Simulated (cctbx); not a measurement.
**What is wrong with this refinement?**

Cell a = 5.6790 Å, b = 5.6790 Å, c = 8.9730 Å, α = 90.00°, β = 90.00°, γ = 120.00°; space group P6_3/mmc (no. 194). The compound is Nd2MgFe3.

Simulated single-crystal data (cctbx): Mo Kα, λ = 0.71073 Å, to d = 0.65 Å, 80 % of the full sphere, strongest reflection 20000 counts, noise from counting, a 6 % proportional error and a noise floor of 15 counts (s.d.); no absorption.

An anisotropic refinement with weights 1/σ² prints:

```text
Rint 0.052, 212 unique reflections to 0.65 A
cycle     R1     wR2    GooF  max shift (A)
   1  0.1573  0.4063  14.438   0.00033
   4  0.0583  0.1483   5.271   0.00001
final R1 0.0583 wR2 0.1483 GooF 5.271  parameters 9  data/parameter 23.6
atom        x        y        z      Ueq    occ   su(xyz)  su(Uiso or U11)
Nd1    0.66667  0.33333  0.94068   0.0256  1.000  0.00015  0.0005
Fe1    0.66357  0.83178  0.75000   0.0341  1.000  0.00083  0.0015
Zn1    0.00000  0.00000  0.50000   0.1735  1.000  0.00000  0.0097
difference map: max 8.57 min -6.56 rms 0.70
Q1    0.0000  0.0000  0.0000    2    8.57  0.00 A from Zn1
Q2    0.3333  0.6667  0.1229    4    1.86  0.57 A from Nd1
Q3    0.3333  0.6667  0.6443    4    1.48  1.83 A from Nd1
Q4    0.1645  0.3290  0.7045   12    1.35  0.41 A from Fe1
Q5    0.0756  0.4541  0.2500   12    1.21  1.52 A from Fe1
Q6    0.3333  0.6667  0.0353    4    1.14  0.22 A from Nd1
```

**Question.** Can this result stand? If not, what is the likely fault?

Mend it. The fault: wrong element: Zn1 is Mg. Against the right model at the same level, R1 goes from 0.0132 to 0.0583 and GooF from 0.99 to 5.27, U of Zn1 swells from 0.0438 to 0.1735 Å², the top difference peak, 8.6 e/Å³, lies on Zn1 and a hole of -6.6 e/Å³ opens. Zn1 has 18 electrons too many and its U swells to shed them, as expected.

The compound is Nd2MgFe3. The right model at the same level gives:

```text
Rint 0.052, 212 unique reflections to 0.65 A
cycle     R1     wR2    GooF  max shift (A)
   1  0.0187  0.0439   1.562   0.00054
   2  0.0132  0.0278   0.988   0.00000
final R1 0.0132 wR2 0.0278 GooF 0.988  parameters 9  data/parameter 23.6
atom        x        y        z      Ueq    occ   su(xyz)  su(Uiso or U11)
Nd1    0.66667  0.33333  0.94082   0.0258  1.000  0.00003  0.0001
Fe1    0.66368  0.83184  0.75000   0.0344  1.000  0.00015  0.0003
Mg1    0.00000  0.00000  0.50000   0.0438  1.000  0.00000  0.0009
difference map: max 1.08 min -0.91 rms 0.19
Q1    0.0581  0.4456  0.2500   12    1.08  1.45 A from Fe1
Q2    0.0000  0.0000  0.2500    2    1.05  1.65 A from Fe1
Q3    0.3333  0.6667  0.6438    4    0.85  1.82 A from Nd1
Q4    0.3333  0.6667  0.1523    4    0.83  0.84 A from Nd1
Q5    0.0369  0.2458  0.6383   24    0.64  1.20 A from Fe1
Q6    0.0728  0.2982  0.2500   12    0.63  1.19 A from Fe1
```

This is a model crystal, built by substitution and not relaxed, with assumed displacement parameters.

[Middle refinement cycles are left out of these outputs.]

[Logs are printed without paths, hosts, clocks, repeated set-up lines and the standing remarks that a program may print on its own settings, such as how far it seeks lower states.]
